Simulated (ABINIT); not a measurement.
## CuI (Marshite): G0W0 with ABINIT, start to end

How does a plane-wave GW calculation on CuI (Marshite) run from the first input to the gap?

Main program and level: ABINIT 10.8.3; PBE and many-body steps on it, plane waves.

The database entry behind the starting cell differs from other determinations of this structure, so it need not match the best structure at room temperature.

In doubt: a PseudoDojo file used here is known to give poor structures and forces, which bears on pressures, cells, forces and phonons.

### 1. Starting point

Symmetry: F-43m, No. 216, cubic system. Conventional cell: a = 6.063 Å, b = 6.063 Å, c = 6.063 Å, α = 90.00°, β = 90.00°, γ = 90.00°. Nearest to Cu lie 4 I at 2.63 Å. I has 4 Cu at 2.63 Å nearest. Farther neighbours, and contacts between anions beyond the nearest, are not listed.

The cell and positions come from the Crystallography Open Database and are kept as given unless a step says otherwise.

### 2. Ground state

This step: ABINIT 10.8.3; DFT, PBE, plane waves, norm-conserving pseudopotentials.

The ground-state density comes first.

Contents of run.abi:

```
acell 3*1.0 Angstrom
rprim 
  0.000000000000 3.031500000000 3.031500000000
  3.031500000000 -0.000000000000 3.031500000000
  3.031500000000 3.031500000000 0.000000000000
ntypat 2
znucl 29 53
natom 2
typat 1 2
xred 
  0.250000000000 0.250000000000 0.250000000000
  0.000000000000 0.000000000000 0.000000000000
pp_dirpath "pseudos"
pseudos "Cu.upf, I.upf"
ecut 42
ngkpt 6 6 6
nshiftk 1
shiftk 0 0 0
kptopt 1
chksymbreak 0
nband 18
occopt 1
tolvrs 1e-10
nstep 60
prtwf 0
optforces 0
optstress 0
indata_prefix "in"
outdata_prefix "out"
tmpdata_prefix "tmp"
```

Started as:

```sh
$ OMP_NUM_THREADS=1 mpirun -n 4 abinit run.abi > log
```

Log:

```text
.Version 10.8.3 of ABINIT. v10.8.2 released Aug 2026.

 Symmetries : space group F-4 3 m (#216); Bravais cF (face-center cubic)
================================================================================
 Values of the parameters that define the memory need of the present run
     intxc =       0    ionmov =       0      iscf =       7    lmnmax =       6
     lnmax =       6     mgfft =      48  mpssoang =       3    mqgrid =    3001
     natom =       2  nloc_mem =       1    nspden =       1   nspinor =       1
    nsppol =       1      nsym =      24    n1xccc =    2501    ntypat =       2
    occopt =       1   xclevel =       2
-    mband =          18        mffmem =           1         mkmem =           4
       mpw =        4897          nfft =      110592          nkpt =          16
================================================================================
  Rough estimation (10% accuracy) of disk space for files :
================================================================================

--------------------------------------------------------------------------------
------------- Echo of variables that govern the present computation ------------
--------------------------------------------------------------------------------
 -outvars: echo values of preprocessed input variables --------
            acell      1.8897261259E+00  1.8897261259E+00  1.8897261259E+00 Bohr

      chksymbreak           0
             ecut      4.20000000E+01 Hartree
-          fftalg         312

              ixc     -101130
              kpt      0.00000000E+00  0.00000000E+00  0.00000000E+00
                       1.66666667E-01  0.00000000E+00  0.00000000E+00
                       3.33333333E-01  0.00000000E+00  0.00000000E+00
                       5.00000000E-01  0.00000000E+00  0.00000000E+00
                       1.66666667E-01  1.66666667E-01  0.00000000E+00
                       3.33333333E-01  1.66666667E-01  0.00000000E+00
                       5.00000000E-01  1.66666667E-01  0.00000000E+00
                      -3.33333333E-01  1.66666667E-01  0.00000000E+00
                      -1.66666667E-01  1.66666667E-01  0.00000000E+00
   [... 5 further rows ...]
                      -3.33333333E-01  3.33333333E-01  1.66666667E-01
                      -3.33333333E-01  5.00000000E-01  1.66666667E-01
         kptrlatt        6    0    0      0    6    0      0    0    6
          kptrlen      4.86096717E+01
P           mkmem           4
            natom           2
            nband          18
            ngfft          48      48      48
             nkpt          16
            nstep          60
             nsym          24
           ntypat           2
              occ      2.000000  2.000000  2.000000  2.000000  2.000000  2.000000
                       2.000000  2.000000  2.000000  2.000000  2.000000  2.000000
                       2.000000  0.000000  0.000000  0.000000  0.000000  0.000000
        optforces           0
        optstress           0
            prtwf           0
            rprim      0.0000000000E+00  3.0315000000E+00  3.0315000000E+00
[...]
spgroup         216

           tolvrs      1.00000000E-10

             xred      2.5000000000E-01  2.5000000000E-01  2.5000000000E-01
[...]
znucl       29.00000   53.00000

================================================================================

 chkinp: Checking input parameters for consistency.

================================================================================
== DATASET  1 ==================================================================
-   mpi_nproc: 4, omp_nthreads: 1 (-1 if OMP is not activated)

--- !DatasetInfo
iteration_state: {dtset: 1, }
dimensions: {natom: 2, nkpt: 16, mband: 18, nsppol: 1, nspinor: 1, nspden: 1, mpw: 4897, }
cutoff_energies: {ecut:  42.0, pawecutdg:  -1.0, }
electrons: {nelect:   2.60000000E+01, charge:   0.00000000E+00, occopt:   1.00000000E+00, tsmear:   1.00000000E-02, }

 Real(R)+Recip(G) space primitive vectors, cartesian coordinates (Bohr,Bohr^-1):
 R(1)=  0.0000000  5.7287048  5.7287048  G(1)= -0.0872798  0.0872798  0.0872798
 R(2)=  5.7287048  0.0000000  5.7287048  G(2)=  0.0872798 -0.0872798  0.0872798
 R(3)=  5.7287048  5.7287048  0.0000000  G(3)=  0.0872798  0.0872798 -0.0872798
 Unit cell volume ucvol=  3.7600993E+02 bohr^3
 Angles (23,13,12)=  6.00000000E+01  6.00000000E+01  6.00000000E+01 degrees

 getcut: wavevector=  0.0000  0.0000  0.0000  ngfft=  48  48  48
         ecut(hartree)=     42.000   => boxcut(ratio)=   2.03086

--- Pseudopotential description ------------------------------------------------
- Cu Generated using ONCVPSP code by D. R. Hamann
- 29.00000  19.00000  171031                  znucl, zion, pspdat
12 -101130 2 -1 1492                          pspcod,pspxc,lmax,lloc,mmax
     nproj     2     2     2
  pspatm : epsatm=   21.66068635
         --- l  ekb(1:nproj) -->
[...]
pspatm: atomic psp has been read  and splines computed

- I Generated using ONCVPSP code by D. R. Hamann
- 53.00000   7.00000  171031                  znucl, zion, pspdat
12 -101130 2 -1 1196                          pspcod,pspxc,lmax,lloc,mmax
     nproj     2     2     2
  pspatm : epsatm=   19.17056757
         --- l  ekb(1:nproj) -->
[...]
2    4.134838    0.711910
 pspatm: atomic psp has been read  and splines computed

   1.06161260E+03                                ecore*ucvol(ha*bohr**3)
--------------------------------------------------------------------------------

_setup2: Arith. and geom. avg. npw (full set) are    4887.671    4887.663

================================================================================

--- !BeginCycle
iteration_state: {dtset: 1, }
solver: {iscf: 7, nstep: 60, nline: 4, wfoptalg: 0, }
tolerances: {tolvrs: 1.00E-10, }

     iter   Etot(hartree)      deltaE(h)  residm     vres2
 ETOT  1  -198.49932499269    -1.985E+02 2.197E-01 1.428E+04
 ETOT  2  -198.62838877951    -1.291E-01 1.416E-01 2.812E+04
 ETOT  3  -201.85821648740    -3.230E+00 3.329E-02 5.168E+03
 ETOT  4  -202.28168608485    -4.235E-01 1.171E-01 1.994E+03
 ETOT  5  -202.45053120802    -1.688E-01 2.533E-03 7.482E+02
 ETOT  6  -202.51508045912    -6.455E-02 6.536E-04 2.857E+02
 ETOT  7  -202.55301032748    -3.793E-02 6.418E-04 3.088E+01
 ETOT  8  -202.55456500005    -1.555E-03 1.987E-01 1.990E+01
 ETOT  9  -202.55759561681    -3.031E-03 1.776E-02 4.280E-01
 ETOT 10  -202.55765731972    -6.170E-05 1.450E-04 3.819E-03
 ETOT 11  -202.55765777924    -4.595E-07 1.649E-05 1.349E-03
 ETOT 12  -202.55765802563    -2.464E-07 3.672E-06 7.583E-06
 ETOT 13  -202.55765802692    -1.295E-09 3.106E-07 5.036E-07
 ETOT 14  -202.55765802700    -7.137E-11 5.726E-07 2.429E-07
 ETOT 15  -202.55765802704    -4.647E-11 4.875E-08 1.304E-10
 ETOT 16  -202.55765802703     1.515E-11 9.699E-08 2.870E-11

 At SCF step   16       vres2   =  2.87E-11 < tolvrs=  1.00E-10 =>converged.

--- !ResultsGS
iteration_state: {dtset: 1, }
comment   : Summary of ground state results
lattice_vectors:
- [  0.0000000,   5.7287048,   5.7287048, ]
- [  5.7287048,  -0.0000000,   5.7287048, ]
- [  5.7287048,   5.7287048,   0.0000000, ]
lattice_lengths: [   8.10161,    8.10161,    8.10161, ]
lattice_angles: [ 60.000,  60.000,  60.000, ] # degrees, (23, 13, 12)
lattice_volume:   3.7600993E+02
convergence: {deltae:  1.515E-11, res2:  2.870E-11, residm:  9.699E-08, diffor:  0.000E+00, }
etotal    :  -2.02557658E+02
entropy   :   0.00000000E+00
fermie    :   1.43174079E-01
cartesian_stress_tensor: null
pressure_GPa: null
xred      :
- [  2.5000E-01,   2.5000E-01,   2.5000E-01, Cu]
- [  0.0000E+00,   0.0000E+00,   0.0000E+00,  I]
cartesian_forces: null
force_length_stats: {min: null, max: null, mean: null, }

 Integrated electronic density in atomic spheres:
 ------------------------------------------------
 Atom  Sphere_radius  Integrated_density
    1        2.00000         17.36540554
    2        2.00000          2.86755521
================================================================================

 ----iterations are completed or convergence reached----

 Mean square residual over all n,k,spin=   33.817E-11; max=  96.988E-09
 reduced coordinates (array xred) for    2 atoms
       0.250000      0.250000      0.250000
       0.000000      0.000000      0.000000
 rms dE/dt=  0.0000E+00; max dE/dt=  0.0000E+00; dE/dt below (all hartree)
    1       0.000000      0.000000      0.000000
    2       0.000000      0.000000      0.000000

 cartesian coordinates (angstrom) at end:
    1      1.515750     1.515750     1.515750
    2      0.000000     0.000000     0.000000
 length scales=  1.889726  1.889726  1.889726 bohr
              =  1.000000  1.000000  1.000000 angstroms
 prteigrs : about to open file out_EIG
 Fermi (or HOMO) energy (hartree) =   0.14317   Average Vxc (hartree)=  -0.33457
 Eigenvalues (hartree) for nkpt=  16  k points:
 kpt#   1, nband= 18, wtk=  0.00463, kpt=  0.0000  0.0000  0.0000 (reduced coord)
  -3.95427   -2.38976   -2.38976   -2.38976   -0.37361    0.00854    0.00854    0.00854
   0.07568    0.07568    0.14317    0.14317    0.14317    0.18334    0.32176    0.32176
   0.32176    0.44822
 prteigrs : prtvol=0 or 1, do not print more k-points.

--- !EnergyTerms
iteration_state     : {dtset: 1, }
comment             : Components of total free energy in Hartree
kinetic             :  9.066078E+01
hartree             :  9.192203E+01
xc                  : -2.734888E+01
Ewald energy        : -9.134300E+01
psp_core            :  2.823363E+00
local_psp           : -2.375412E+02
non_local_psp       : -3.173074E+01
total_energy        : -2.025577E+02
total_energy_eV     : -5.511875E+03
band_energy         : -2.214648E+01

== END DATASET(S) ==============================================================
================================================================================

 -outvars: echo values of variables after computation  --------
           etotal     -2.0255765803E+02
            nband          18
             nkpt          16
          spgroup         216
 [... the other variables as echoed above ...]

 Calculation completed.
```

The job ended after 20 s (4 MPI ranks of Arm Neoverse V1, shared host; peak memory 0.35 GiB; 80 s of CPU time).

Read from the output:

* total energy: -5511.8747 eV
* gap: 1.093 eV
* k of the valence top: 0, 0, 0
* k of the conduction bottom: 0, 0, 0
* least direct gap: 1.093 eV

The gap is direct, at Γ.

(Continued in part 2 of 3.)

[Long decimals in the printed logs are rounded to 6 places.]

[Logs are printed without paths, hosts, clocks, repeated set-up lines and the standing remarks that a program may print on its own settings, such as how far it seeks lower states.]

[Paths, hosts, dates, memory and timing lines, banners, echoed tables and standing remarks are left out of the program output; an Ansatz launch command may be rebuilt from the run's recorded settings. Measured values are a selection of at most five: reports struck by readers or far from the other reports are left out. None is set beside runs whose start may be inverted or whose files or cutoffs have a known fault.]

[Runs of the session that timed out or met a known fault of the program may be left out.]

[Hosts, paths, dates, database ids (printed as entryN), source tags and the programs' standing remarks are cut or masked in the printed files.]

[G0W0 gaps are taken among the corrected bands and points alone; a level outside them can change the order at an edge.]

[Where Ansatz stands beside ABINIT at settings called matched, ABINIT's density can come from a denser mesh and the files from another edition; pairs whose starting gaps differed by over 0.03 eV were left out, so agreement reads better than it is.]
